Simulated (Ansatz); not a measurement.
Entries from a set of simulations; values are calculated unless marked as measured.

**From PBE to G0W0: SiO2 (P3_221)**

Symmetry: P3_221, No. 154, trigonal system. Conventional cell: a = 4.916 Å, b = 4.916 Å, c = 5.408 Å, α = 90.00°, β = 90.00°, γ = 120.00°. Si has 4 O at 1.61 Å nearest. Nearest to O lie 2 Si at 1.61 Å. Farther neighbours and most contacts between anions are not listed.

```
method               : DFT, PBE, plane waves, PAW; PAW set soft_1 (and 1 further level or step)
program              : Ansatz 0.2.0
settings of one run  : cutoff 420 eV, 6×6×4 k-mesh, smearing width 0.02 eV, PAW set soft 1
cost                 : 2 runs, 8.2 min in all on 1 × NVIDIA H100 80GB HBM3 (shared by 3 runs) with 4 threads of AMD EPYC 7R13 (Zen 3), shared host (the runs of this entry)
notes                : The cell and positions come from the Crystallography Open Database and are kept as given unless a step says otherwise.
PBE gap              : 5.99 eV, indirect
G0W0 gap on the mesh : 9.20 eV, from k = (0.333, 0.333, 0.000) to k = Γ
GW settings          : 6×6×4 mesh, 1140 empty bands, screening to 270 eV, hard PAW files
known limits         : not at the basis limit
```

The correction moves the gap on the mesh from 5.99 eV to 9.20 eV (+3.21 eV): the valence edge shifts by −2.17 eV and the conduction edge by +1.03 eV on the run's own scale. Z is 0.80 and 0.87 at the edges, as usual for well-defined quasiparticles.

[Paths, hosts, dates, memory and timing lines, banners, echoed tables and standing remarks are left out of the program output.]

[Logs are printed without paths, hosts, clocks, repeated set-up lines and the standing remarks that a program may print on its own settings, such as how far it seeks lower states.]

[Runs of the session that timed out or met a known fault of the program may be left out.]

[Cells called generated may have been cut or substituted from an entry of the Crystallography Open Database or the Materials Project.]

[Hosts, paths, dates, database ids (printed as entryN), source tags and the programs' standing remarks are cut or masked in the printed files.]
